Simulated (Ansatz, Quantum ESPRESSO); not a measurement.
## BaHF (P-6m2): Raman and infrared activity

Aim: Raman and infrared lines of BaHF (P-6m2).

Main program and level: Quantum ESPRESSO 8.0 development, patched; DFT LDA, scalar-relativistic, plane waves, PseudoDojo norm-conserving pseudopotentials.

The structure was built from a prototype and need not be the compound's stable phase.

## Step 1: The structure

The structure is trigonal, space group P3m1 (No. 156). Conventional cell: a = 3.840 Å, b = 3.840 Å, c = 6.143 Å, α = 90.00°, β = 90.00°, γ = 120.00°. Nearest to Ba lie 3 F at 2.70 Å and 3 H at 2.70 Å. F has 3 Ba at 2.70 Å nearest. Nearest to H lie 3 Ba at 2.70 Å. Farther neighbours and most contacts between anions are not listed.

## Step 2: A first look

Before anything dear is run, a loose run with smearing shows whether this is a metal and how far the cell is from rest.

Contents of probe.in:

```
&CONTROL
  calculation = 'scf'
  prefix      = 'x'
  outdir      = './tmp'
  pseudo_dir  = './pseudo'
  tprnfor     = .true.
  tstress     = .true.
  verbosity   = 'high'
/
&SYSTEM
  ibrav       = 0
  nat         = 3
  ntyp        = 3
  ecutwfc     = 84.0
  occupations = 'smearing'
  smearing    = 'gaussian'
  degauss     = 0.01
/
&ELECTRONS
  conv_thr         = 1.0d-07
  mixing_beta      = 0.7
  electron_maxstep = 100
/
ATOMIC_SPECIES
 Ba    137.3270  Ba.upf
 F      18.9984  F.upf
 H       1.0080  H.upf
CELL_PARAMETERS angstrom
     3.839552280    0.000000000    0.000000000
    -1.919776140    3.325149810    0.000000000
     0.000000000    0.000000000    6.143283650
ATOMIC_POSITIONS crystal
 Ba     0.000000000   0.000000000   0.000000000
 F      0.333333330   0.666666670   0.250000000
 H      0.666666670   0.333333330   0.750000000
K_POINTS automatic
 6 6 4 0 0 0
```

Started as:

```bash
> OMP_NUM_THREADS=1 mpirun -n 4 pw.x -nk 4 -in probe.in > probe.out
```

The program printed:

```text
[banners, grids, parts of the stress and lines that vanish by symmetry left out]
Program PWSCF v.8.0dev
     Message from routine setup:
     using ibrav=0 with symmetry is DISCOURAGED, use correct ibrav instead
[...]
kinetic-energy cutoff     =      84.0000  Ry
     charge density cutoff     =     336.0000  Ry
     scf convergence threshold =      1.0E-07
[...]
Exchange-correlation= SLA-PW-NOGX-NOGC
                           (   1   4   0   0   0   0   0)
[...]
6 Sym. Ops. (no inversion) found
[...]
(     0          1          0      )
                  (     0          0          1      )
[...]
(  0.0000000  1.0000000  0.0000000 )
                  (  0.0000000  0.0000000  1.0000000 )
[...]
(    -1         -1          0      )
                  (     0          0          1      )
[...]
(    -1          0          0      )
                  (     0          0          1      )
[...]
( -0.8660254 -0.5000000  0.0000000 )
                  (  0.0000000  0.0000000  1.0000000 )
[...]
number of k points=    24  Gaussian smearing, width (Ry)=  0.0100
[...]
End of self-consistent calculation
[...]
the Fermi energy is     2.8066 ev
!    total energy              =    -106.83545212 Ry
[...]
convergence has been achieved in   9 iterations
[...]
atom    1 type  1   force =     0.00000000   -0.00000000    0.03113004
     atom    2 type  2   force =     0.00000000    0.00000000   -0.06685097
     atom    3 type  3   force =     0.00000000   -0.00000000    0.03572093
[...]
Total force =     0.081940     Total SCF correction =     0.000056
[...]
total   stress  (Ry/bohr**3)                   (kbar)     P=      -20.39
[...]
XML data file, charge density, pseudopotentials, collected wavefunctions

   JOB DONE.
```

The job ended after 7.9 s (4 MPI ranks of Intel Xeon Platinum 8559C (Emerald Rapids), shared host; 31 s of CPU time).

Read from the output:

| Quantity | Value |
| --- | --- |
| volume per atom | 26.14 Å³ |
| pressure | -2.039 GPa |
| gap on the k-mesh | 2.347 eV |

A gap of 2.3 eV opens on this mesh, so the crystal is taken as an insulator; the start stands at -2.0 GPa.

## Step 3: Relaxing the cell and atoms

The relaxation runs at a cutoff a fifth above that of the response, since stress converges more slowly with the basis than frequencies do. Forces and stress are brought to rest with tight thresholds.

Contents of relax.in:

```
&CONTROL
  calculation   = 'vc-relax'
  prefix        = 'x'
  outdir        = './tmp'
  pseudo_dir    = './pseudo'
  tprnfor       = .true.
  tstress       = .true.
  forc_conv_thr = 2.0d-05
  etot_conv_thr = 1.0d-07
  nstep         = 40
/
&SYSTEM
  ibrav       = 0
  nat         = 3
  ntyp        = 3
  ecutwfc     = 101
  occupations = 'fixed'
  nbnd        = 11
/
&ELECTRONS
  conv_thr         = 1.0d-11
  mixing_beta      = 0.7
  electron_maxstep = 100
/
&IONS
/
&CELL
  press_conv_thr = 0.2
/
ATOMIC_SPECIES
 Ba    137.3270  Ba.upf
 F      18.9984  F.upf
 H       1.0080  H.upf
CELL_PARAMETERS angstrom
     3.839552280    0.000000000    0.000000000
    -1.919776140    3.325149810    0.000000000
     0.000000000    0.000000000    6.143283650
ATOMIC_POSITIONS crystal
 Ba     0.000000000   0.000000000   0.000000000
 F      0.333333330   0.666666670   0.250000000
 H      0.666666670   0.333333330   0.750000000
K_POINTS automatic
 9 9 4 0 0 0
```

Started as:

```bash
> OMP_NUM_THREADS=1 mpirun -n 4 pw.x -nk 4 -in relax.in > relax.out
```

The program printed:

```text
[banners, grids, parts of the stress and lines that vanish by symmetry left out]
[banner, memory and clock lines left out]
Program PWSCF v.8.0dev

[...]
kinetic-energy cutoff     =     101.0000  Ry
     charge density cutoff     =     404.0000  Ry
     scf convergence threshold =      1.0E-11
[...]
energy convergence thresh.=      1.0E-07
     force convergence thresh. =      2.0E-05
     press convergence thresh. =      2.0E-01
     Exchange-correlation= SLA-PW-NOGX-NOGC
                           (   1   4   0   0   0   0   0)
[...]
6 Sym. Ops. (no inversion) found
[...]
number of k points=    43
[...]
End of self-consistent calculation
[...]
highest occupied, lowest unoccupied level (ev):     2.1312    4.5146
!    total energy              =    -106.83547660 Ry
[...]
convergence has been achieved in  12 iterations
[...]
atom    1 type  1   force =     0.00000000    0.00000000    0.03113064
     atom    2 type  2   force =     0.00000000    0.00000000   -0.06685752
     atom    3 type  3   force =     0.00000000    0.00000000    0.03572687
     Total force =     0.081948     Total SCF correction =     0.000006
[...]
total   stress  (Ry/bohr**3)                   (kbar)     P=      -20.40
[...]
number of bfgs steps    =   0
[...]
CELL_PARAMETERS (angstrom)
[...]
ATOMIC_POSITIONS (crystal)
Ba               0.0000000000        0.0000000000        0.0026815672
F                0.3333333300        0.6666666700        0.2442409504
H                0.6666666700        0.3333333300        0.7530774825
[...]
New effective cutoffs (rho, wfc):  414.49  104.07
[...]
End of self-consistent calculation
[...]
highest occupied, lowest unoccupied level (ev):     2.2730    4.7816
!    total energy              =    -106.84651806 Ry
[...]
convergence has been achieved in   9 iterations
[...]
atom    1 type  1   force =     0.00000000    0.00000000    0.02559929
     atom    2 type  2   force =     0.00000000    0.00000000   -0.05773035
     atom    3 type  3   force =     0.00000000    0.00000000    0.03213106
     Total force =     0.070856     Total SCF correction =     0.000001
[...]
total   stress  (Ry/bohr**3)                   (kbar)     P=      -14.35
[...]
number of bfgs steps    =   1
[...]
WARNING: bfgs curvature condition failed, Theta= 0.926
[...]
CELL_PARAMETERS (angstrom)
[...]
ATOMIC_POSITIONS (crystal)
Ba               0.0000000000        0.0000000000        0.0054441816
[...]
New effective cutoffs (rho, wfc):  428.89  107.67
[...]
End of self-consistent calculation
[...]
highest occupied, lowest unoccupied level (ev):     2.4084    5.0621
!    total energy              =    -106.85689642 Ry
[...]
convergence has been achieved in   9 iterations
[...]
atom    1 type  1   force =    -0.00000000    0.00000000    0.01974524
     atom    2 type  2   force =     0.00000000    0.00000000   -0.04790283
     atom    3 type  3   force =     0.00000000    0.00000000    0.02815759
     Total force =     0.058970     Total SCF correction =     0.000001
[...]
total   stress  (Ry/bohr**3)                   (kbar)     P=       -7.94
[...]
number of bfgs steps    =   2
[...]
CELL_PARAMETERS (angstrom)
[...]
ATOMIC_POSITIONS (crystal)
[...]
Total force =     0.000855     Total SCF correction =     0.000001
[...]
total   stress  (Ry/bohr**3)                   (kbar)     P=        0.79
[...]
number of bfgs steps    =  31
[...]
highest occupied, lowest unoccupied level (ev):     5.2121    7.6188
!    total energy              =    -106.91246910 Ry
[...]
convergence has been achieved in   7 iterations
[...]
Total force =     0.000195     Total SCF correction =     0.000000
[...]
total   stress  (Ry/bohr**3)                   (kbar)     P=        1.08
[...]
number of bfgs steps    =  32
[...]
highest occupied, lowest unoccupied level (ev):     5.1609    7.5835
!    total energy              =    -106.91247473 Ry
[...]
convergence has been achieved in   8 iterations
[...]
Total force =     0.000066     Total SCF correction =     0.000000
[...]
total   stress  (Ry/bohr**3)                   (kbar)     P=        0.04
[...]
number of bfgs steps    =  33
[...]
New effective cutoffs (rho, wfc): 1015.36  254.22
[...]
highest occupied, lowest unoccupied level (ev):     5.1724    7.5880
!    total energy              =    -106.91247596 Ry
[...]
convergence has been achieved in   7 iterations
[...]
atom    2 type  2   force =     0.00000000   -0.00000000    0.00002005
     atom    3 type  3   force =    -0.00000000    0.00000000   -0.00000289
     Total force =     0.000027     Total SCF correction =     0.000000
[...]
total   stress  (Ry/bohr**3)                   (kbar)     P=        0.02
[...]
number of bfgs steps    =  34
[...]
CELL_PARAMETERS (angstrom)
[...]
ATOMIC_POSITIONS (crystal)
[...]
New effective cutoffs (rho, wfc): 1015.62  254.28
[...]
End of self-consistent calculation
[...]
highest occupied, lowest unoccupied level (ev):     5.1734    7.5882
!    total energy              =    -106.91247600 Ry
[...]
convergence has been achieved in   7 iterations
[...]
atom    1 type  1   force =    -0.00000000    0.00000000   -0.00000169
     atom    2 type  2   force =     0.00000000   -0.00000000    0.00000176
     atom    3 type  3   force =    -0.00000000    0.00000000   -0.00000007
     Total force =     0.000002     Total SCF correction =     0.000000
[...]
total   stress  (Ry/bohr**3)                   (kbar)     P=        0.00
[...]
bfgs converged in  36 scf cycles and  35 bfgs steps
[...]
End of BFGS Geometry Optimization
     Final enthalpy           =    -106.9124760022 Ry
     File ./tmp/x.bfgs deleted, as requested
[...]
CELL_PARAMETERS (angstrom)
[...]
ATOMIC_POSITIONS (crystal)
[...]
F                0.3333333300        0.6666666700        0.1666471269
H                0.6666666700        0.3333333300        0.6666612514
[...]
Final scf calculation at the relaxed structure.
[...]
kinetic-energy cutoff     =     101.0000  Ry
     charge density cutoff     =     404.0000  Ry
     scf convergence threshold =      1.0E-13
[...]
press convergence thresh. =      2.0E-01
     Exchange-correlation= SLA-PW-NOGX-NOGC
                           (   1   4   0   0   0   0   0)
[...]
6 Sym. Ops. (no inversion) found
[...]
number of k points=    43
[...]
End of self-consistent calculation
[...]
highest occupied, lowest unoccupied level (ev):     5.1735    7.5882
!    total energy              =    -106.91246858 Ry
[...]
convergence has been achieved in  12 iterations
[...]
atom    1 type  1   force =     0.00000000   -0.00000000   -0.00000164
     atom    2 type  2   force =    -0.00000000    0.00000000    0.00000170
     atom    3 type  3   force =     0.00000000   -0.00000000   -0.00000006
     Total force =     0.000002     Total SCF correction =     0.000000
[...]
total   stress  (Ry/bohr**3)                   (kbar)     P=       -0.02
[...]
XML data file, charge density, pseudopotentials, collected wavefunctions
```

Wall time 6.5 min (4 MPI ranks).

Step by step (22 of 37):

```
step  energy less that of the first step (eV)  largest force (eV/Å)  volume (Å³)
   1                                   0.0000                1.7190        78.43
   3                                  -0.2914                1.2316        76.84
   4                                  -0.4621                0.8826        75.91
   6                                  -0.8118                0.0961        73.53
   8                                  -0.8972                0.1779        71.93
  10                                  -0.9003                0.1668        72.02
  11                                  -0.9027                0.1488        72.10
  13                                  -0.9090                0.1010        72.03
  15                                  -0.9208                0.1255        70.57
  16                                  -0.9325                0.1613        68.67
  18                                  -0.9599                0.3130        60.40
  20                                  -0.9888                0.2887        60.48
  22                                  -1.0080                0.1593        58.32
  23                                  -1.0094                0.1664        58.08
  25                                  -1.0124                0.1674        58.08
  27                                  -1.0209                0.1495        58.27
  28                                  -1.0277                0.1273        58.46
  30                                  -1.0437                0.0540        58.94
  32                                  -1.0474                0.0156        59.10
  34                                  -1.0476                0.0014        59.34
  35                                  -1.0476                0.0005        59.28
  37                                  -1.0475                0.0000        59.28
```

```
     cell as run  before  after   change
           a (Å)   3.840  4.210   +9.6 %
           b (Å)   3.840  4.210   +9.6 %
           c (Å)   6.143  3.862  -37.1 %
volume (Å³/atom)   26.14  19.76  -24.4 %
```

The atoms that moved most (Å, as changes of fractional coordinates times the final cell):

```
atom     dx     dy      dz  length
 Ba1  0.000  0.000   0.644   0.644
  F2  0.000  0.000  -0.322   0.322
  H3  0.000  0.000  -0.322   0.322
```

Final coordinates:

```xyz
3
Lattice="4.2100 0.0000 0.0000 -2.1050 3.6460 0.0000 0.0000 0.0000 3.8618" Properties=species:S:1:pos:R:3 pbc="T T T"
Ba    0.0000    0.0000    0.6437
F     0.0000    2.4307    0.6436
H     2.1050    1.2153    2.5745
```

The last row of the table of steps is pw.x's closing run on a basis chosen anew for the final cell, so its energy can jump.

This step gave:

```
volume per atom   : 19.76 Å³
pressure          : -0.001667 GPa
gap on the k-mesh : 2.415 eV
```

The volume changes by -24.4 % from the cell with which this run began.

## Step 4: Ground state

Perturbation theory inherits every error of the wavefunctions, so the threshold is set near the limit of the arithmetic. With a gap, occupations are fixed, which also allows the response to an electric field.

Contents of scf.in:

```
&CONTROL
  calculation = 'scf'
  prefix      = 'x'
  outdir      = './tmp'
  pseudo_dir  = './pseudo'
  tprnfor     = .true.
  tstress     = .true.
/
&SYSTEM
  ibrav       = 0
  nat         = 3
  ntyp        = 3
  ecutwfc     = 84.0
  occupations = 'fixed'
  nbnd        = 11
/
&ELECTRONS
  conv_thr         = 1.0d-12
  mixing_beta      = 0.7
  electron_maxstep = 100
/
ATOMIC_SPECIES
 Ba    137.3270  Ba.upf
 F      18.9984  F.upf
 H       1.0080  H.upf
CELL_PARAMETERS angstrom
     4.210015563    0.000000000    0.000000000
    -2.105007782    3.645980428    0.000000000
     0.000000000    0.000000000    3.861843939
ATOMIC_POSITIONS crystal
 Ba     0.000000000   0.000000000   0.166666667
 F      0.333333333   0.666666667   0.166666667
 H      0.666666667   0.333333333   0.666666667
K_POINTS automatic
 10 10 4 0 0 0
```

Started as:

```bash
> OMP_NUM_THREADS=1 mpirun -n 4 pw.x -nk 4 -in scf.in > scf.out
```

The program printed:

```text
[banners, grids, parts of the stress and lines that vanish by symmetry left out]
[banner, memory and clock lines left out]
Program PWSCF v.8.0dev

[...]
kinetic-energy cutoff     =      84.0000  Ry
     charge density cutoff     =     336.0000  Ry
     scf convergence threshold =      1.0E-12
[...]
Exchange-correlation= SLA-PW-NOGX-NOGC
                           (   1   4   0   0   0   0   0)
[...]
12 Sym. Ops. (no inversion) found ( 6 have fractional translation)
[...]
number of k points=    42
[...]
c_bands:  1 eigenvalues not converged
[...]
End of self-consistent calculation
[...]
highest occupied, lowest unoccupied level (ev):     5.1735    7.5979
!    total energy              =    -106.91244420 Ry
[...]
convergence has been achieved in  12 iterations
[...]
atom    1 type  1   force =     0.00000000    0.00000000    0.00000000
     atom    2 type  2   force =     0.00000000    0.00000000    0.00000000
     atom    3 type  3   force =     0.00000000    0.00000000    0.00000000
     Total force =     0.000000     Total SCF correction =     0.000000
[...]
total   stress  (Ry/bohr**3)                   (kbar)     P=       -0.02
[...]
XML data file, charge density, pseudopotentials, collected wavefunctions
```

Elapsed: 9.5 s, on 4 MPI ranks.

This step gave:

| Property | Result |
| --- | --- |
| gap on the k-mesh | 2.424 eV |

The cell stands at -0.0017 GPa, close enough for phonons.

(Part 1 of 4 ends here.)

[Host names and launcher messages were left out of these logs when they were recorded.]

[Logs are printed without paths, hosts, clocks, repeated set-up lines and the standing remarks that a program may print on its own settings, such as how far it seeks lower states.]

[Hosts, paths, dates, database ids (printed as entryN), source tags and the programs' standing remarks are cut or masked in the printed files.]
